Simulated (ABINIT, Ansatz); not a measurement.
**KBeI3 (Pm-3m): zone-centre phonons**

Wanted: the vibrations of KBeI3 (Pm-3m) at Γ, by two programs.

Calculated with ABINIT 10.8.3; DFT PBEsol, scalar-relativistic, plane waves, PseudoDojo norm-conserving pseudopotentials.

The structure was built from a prototype and need not be the compound's stable phase.

## 1. Starting point

It takes space group Pm-3m (No. 221, cubic). Conventional cell: a = 5.408 Å, b = 5.408 Å, c = 5.408 Å, α = 90.00°, β = 90.00°, γ = 90.00°. Nearest to K lie 12 I at 3.82 Å. Nearest to Be lie 6 I at 2.70 Å. I has 2 Be at 2.70 Å and 4 K at 3.82 Å nearest. Farther neighbours and most contacts between anions are not listed.

Structure file:

```cif
data_structure
_symmetry_space_group_name_H-M 'Pm-3m'
_symmetry_Int_Tables_number 221
_cell_length_a 5.4079
_cell_length_b 5.4079
_cell_length_c 5.4079
_cell_angle_alpha 90.000
_cell_angle_beta 90.000
_cell_angle_gamma 90.000
_cell_volume 158.16
loop_
_atom_site_label
_atom_site_type_symbol
_atom_site_symmetry_multiplicity
_atom_site_Wyckoff_symbol
_atom_site_fract_x
_atom_site_fract_y
_atom_site_fract_z
_atom_site_occupancy
K1 K 1 a 0.00000 0.00000 0.00000 1
Be1 Be 1 b 0.50000 0.50000 0.50000 1
I1 I 3 c 0.50000 0.50000 0.00000 1
```

## 2. Relaxation

The harmonic expansion needs vanishing forces, and a free crystal bears no stress, so cell and atoms are brought to rest. Stress is more sensitive to the basis than forces are: the last 3 Ha under the cutoff are smoothed with ecutsm, and the cutoff is raised above that of the later runs.

The starting cell comes from a relaxation made beforehand in Ansatz (PBEsol, PseudoDojo NC).

File relax.abi:

```
# relaxation
ionmov 2
optcell 2
dilatmx 1.08
ntime 40
tolmxf 1.0d-05
tolvrs 1.0d-14
prtwf 0
prtden 0
chksymtnons 0

# basis, mesh and filling
ecut 47.0
ecutsm 3.0
ngkpt 4 4 4
nshiftk 1
shiftk 0.0 0.0 0.0
istwfk *1
occopt 7
tsmear 0.01
nband 25
nstep 100
diemac 1000000.0
prtebands 0
prtgsr 0
useylm 1

# cell and atoms
acell 10.21948641 10.21948641 10.21948641
rprim 
    1.0 0.0 0.0
    0.0 1.0 0.0
    0.0 0.0 1.0
ntypat 3
znucl 19 4 53
natom 5
typat 1 2 3 3 3
xred 
    0.0 0.0 0.0
    0.5 0.5 0.5
    0.5 0.5 0.0
    0.5 0.0 0.5
    0.0 0.5 0.5
pp_dirpath "./pseudo"
pseudos "K.upf, Be.upf, I.upf"
```

Launch:

```
$ OMP_NUM_THREADS=1 mpirun -n 4 abinit relax.abi > relax.log
```

Numbers of over 12 decimals in the logs are rounded to 6 here.

relax.abo, the main output file:

```text
[banners, grids, parts of the stress and lines that vanish by symmetry left out]
- input  file    -> relax.abi
- output file    -> relax.abo
- root for input  files -> relaxi
[...]
Symmetries : space group Pm -3 m (#221); Bravais cP (primitive cubic)
[...]
mpw =       20760          nfft =      373248          nkpt =          10
[...]
== DATASET  1 ==================================================================
[...]
cutoff_energies: {ecut:  47.0, pawecutdg:  -1.0, }
[...]
ETOT  1  -82.800398395916    -8.280E+01 1.085E-01 1.518E+02
 ETOT  2  -82.851339297952    -5.094E-02 1.142E-02 4.419E+00
 ETOT  3  -82.851533992969    -1.947E-04 1.768E-03 4.229E-01
 ETOT  4  -82.851541857008    -7.864E-06 1.119E-03 2.995E-02
 ETOT  5  -82.851542406784    -5.498E-07 2.452E-04 1.018E-03
[...]
At SCF step   13       vres2   =  3.86E-15 < tolvrs=  1.00E-14 =>converged.
[...]
sigma(1 1)= -2.85847415E-06  sigma(3 2)=  0.00000000E+00
  sigma(2 2)= -2.85847415E-06  sigma(3 1)=  0.00000000E+00
  sigma(3 3)= -2.85847415E-06  sigma(2 1)=  0.00000000E+00
[...]
convergence: {deltae: -5.443E-12, res2:  3.856E-15, residm:  4.371E-05, diffor: null, }
etotal    :  -8.28515424E+01
[...]
ETOT  1  -82.851542839277    -8.285E+01 2.480E-05 7.331E-03
[...]
At SCF step   10       vres2   =  4.07E-15 < tolvrs=  1.00E-14 =>converged.
[...]
sigma(1 1)= -2.61446384E-06  sigma(3 2)=  0.00000000E+00
  sigma(2 2)= -2.61446384E-06  sigma(3 1)=  0.00000000E+00
  sigma(3 3)= -2.61446384E-06  sigma(2 1)=  0.00000000E+00
[...]
convergence: {deltae:  2.160E-12, res2:  4.069E-15, residm:  1.801E-05, diffor: null, }
etotal    :  -8.28515432E+01
[...]
ETOT  1  -82.851507205516    -8.285E+01 2.478E-05 8.435E-01
[...]
ETOT 11  -82.851547054679    -9.521E-12 3.162E-06 1.026E-14
 ETOT 12  -82.851547054670     8.441E-12 7.966E-06 3.461E-16
 At SCF step   12       vres2   =  3.46E-16 < tolvrs=  1.00E-14 =>converged.
[...]
sigma(1 1)= -1.11709020E-08  sigma(3 2)=  0.00000000E+00
  sigma(2 2)= -1.11709020E-08  sigma(3 1)=  0.00000000E+00
  sigma(3 3)= -1.11709020E-08  sigma(2 1)=  0.00000000E+00
[...]
convergence: {deltae:  8.441E-12, res2:  3.461E-16, residm:  7.966E-06, diffor: null, }
etotal    :  -8.28515471E+01
[...]
At Broyd/MD step   3, gradients are converged :
[...]
sigma(1 1)= -1.11709020E-08  sigma(3 2)=  0.00000000E+00
  sigma(2 2)= -1.11709020E-08  sigma(3 1)=  0.00000000E+00
  sigma(3 3)= -1.11709020E-08  sigma(2 1)=  0.00000000E+00
[...]
- sigma(1 1)= -3.28659283E-04  sigma(3 2)=  0.00000000E+00
- sigma(2 2)= -3.28659283E-04  sigma(3 1)=  0.00000000E+00
- sigma(3 3)= -3.28659283E-04  sigma(2 1)=  0.00000000E+00
[...]
fcart     -0.0000000000E+00 -0.0000000000E+00 -0.0000000000E+00
           strten     -1.1170901980E-08 -1.1170901980E-08 -1.1170901978E-08
================================================================================

[key lines of the parts left out:]
pressure_GPa:   3.2866E-04
Total energy (etotal) [Ha]= -8.28515470546703E+01
```

It took 3.5 min on 4 MPI ranks of Arm Neoverse V1, shared host; 14 min of CPU time.

Step by step:

```csv
step,energy less that of the first step (eV),largest force (eV/Å),volume (Å³)
1,0.0000,0.0000,158.16
2,0.0000,0.0000,158.20
3,-0.0001,0.0000,158.64
```

```csv
"conventional cell, symmetrised",before,after,change
a (Å),5.408,5.413,+0.1 %
b (Å),5.408,5.413,+0.1 %
c (Å),5.408,5.413,+0.1 %
volume (Å³/atom),31.63,31.73,+0.3 %
```

Final coordinates:

```cif
data_structure
_symmetry_space_group_name_H-M 'P 1'
_symmetry_Int_Tables_number 1
_cell_length_a 5.4134
_cell_length_b 5.4134
_cell_length_c 5.4134
_cell_angle_alpha 90.000
_cell_angle_beta 90.000
_cell_angle_gamma 90.000
_cell_volume 158.64
loop_
_atom_site_label
_atom_site_type_symbol
_atom_site_fract_x
_atom_site_fract_y
_atom_site_fract_z
_atom_site_occupancy
K1 K 0.00000 0.00000 0.00000 1
Be2 Be 0.50000 0.50000 0.50000 1
I3 I 0.50000 0.50000 0.00000 1
I4 I 0.50000 0.00000 0.50000 1
I5 I 0.00000 0.50000 0.50000 1
```

This step gave:

```
volume per atom   : 31.73 Å³
pressure          : 3.29e-4 GPa
gap on the k-mesh : 0 eV
```

The volume changes by +0.3 % from the cell with which this run began.

## 3. Ground state

First-order wavefunctions inherit every error of the ground state, hence the very tight tolvrs. Occupations are smeared.

File gs.abi:

```
# ground state
tolvrs 1.0d-16
prtden 1
prtwf 1

# basis, mesh and filling
ecut 38.0
ngkpt 4 4 4
nshiftk 1
shiftk 0.0 0.0 0.0
istwfk *1
occopt 7
tsmear 0.01
nband 25
nstep 100
diemac 1000000.0
prtebands 0
prtgsr 0
useylm 1

# cell and atoms
acell 10.22978101 10.22978101 10.22978101
rprim 
    1.0 0.0 0.0
    0.0 1.0 0.0
    0.0 0.0 1.0
ntypat 3
znucl 19 4 53
natom 5
typat 1 2 3 3 3
xred 
    0.0 0.0 0.0
    0.5 0.5 0.5
    0.5 0.5 0.0
    0.5 0.0 0.5
    0.0 0.5 0.5
pp_dirpath "./pseudo"
pseudos "K.upf, Be.upf, I.upf"
```

Launch:

```
$ OMP_NUM_THREADS=1 mpirun -n 4 abinit gs.abi > gs.log
```

gs.abo, the main output file:

```text
[banners, grids, parts of the stress and lines that vanish by symmetry left out]
- input  file    -> gs.abi
- output file    -> gs.abo
- root for input  files -> gsi
[...]
Symmetries : space group Pm -3 m (#221); Bravais cP (primitive cubic)
[...]
mpw =       12012          nfft =      216000          nkpt =          10
[...]
== DATASET  1 ==================================================================
[...]
cutoff_energies: {ecut:  38.0, pawecutdg:  -1.0, }
[...]
ETOT  1  -82.809895364927    -8.281E+01 9.986E-02 8.225E+01
 ETOT  2  -82.851114034794    -4.122E-02 5.195E-03 2.223E+00
 ETOT  3  -82.851269477641    -1.554E-04 1.893E-03 2.473E-01
 ETOT  4  -82.851279283273    -9.806E-06 8.243E-04 1.393E-02
 ETOT  5  -82.851279734963    -4.517E-07 6.120E-04 3.000E-04
[...]
ETOT 13  -82.851279748853    -1.023E-12 2.640E-05 2.572E-15
 ETOT 14  -82.851279748850     2.629E-12 1.802E-05 6.680E-17
 At SCF step   14       vres2   =  6.68E-17 < tolvrs=  1.00E-16 =>converged.
[...]
sigma(1 1)=  2.78700692E-06  sigma(3 2)=  0.00000000E+00
  sigma(2 2)=  2.78700692E-06  sigma(3 1)=  0.00000000E+00
  sigma(3 3)=  2.78700692E-06  sigma(2 1)=  0.00000000E+00
[...]
convergence: {deltae:  2.629E-12, res2:  6.680E-17, residm:  1.802E-05, diffor: null, }
etotal    :  -8.28512797E+01
[...]
sigma(1 1)=  2.78700692E-06  sigma(3 2)=  0.00000000E+00
  sigma(2 2)=  2.78700692E-06  sigma(3 1)=  0.00000000E+00
  sigma(3 3)=  2.78700692E-06  sigma(2 1)=  0.00000000E+00
[...]
- sigma(1 1)=  8.19965745E-02  sigma(3 2)=  0.00000000E+00
- sigma(2 2)=  8.19965745E-02  sigma(3 1)=  0.00000000E+00
- sigma(3 3)=  8.19965745E-02  sigma(2 1)=  0.00000000E+00
[...]
fcart     -0.0000000000E+00 -0.0000000000E+00 -0.0000000000E+00
           strten      2.7870069183E-06  2.7870069183E-06  2.7870069183E-06
================================================================================

[key lines of the parts left out:]
pressure_GPa:  -8.1997E-02
```

Elapsed: 48 s, on 4 MPI ranks; 3.2 min of CPU time.

This step gave:

```
pressure : -0.08200 GPa
```

The cell stands at -0.082 GPa, close enough for phonons.

(Part 1 of 5 ends here.)

[Host names and launcher messages were left out of these logs when they were recorded.]

[Logs are printed without paths, hosts, clocks, repeated set-up lines and the standing remarks that a program may print on its own settings, such as how far it seeks lower states.]

[Hosts, paths, dates, database ids (printed as entryN), source tags and the programs' standing remarks are cut or masked in the printed files.]
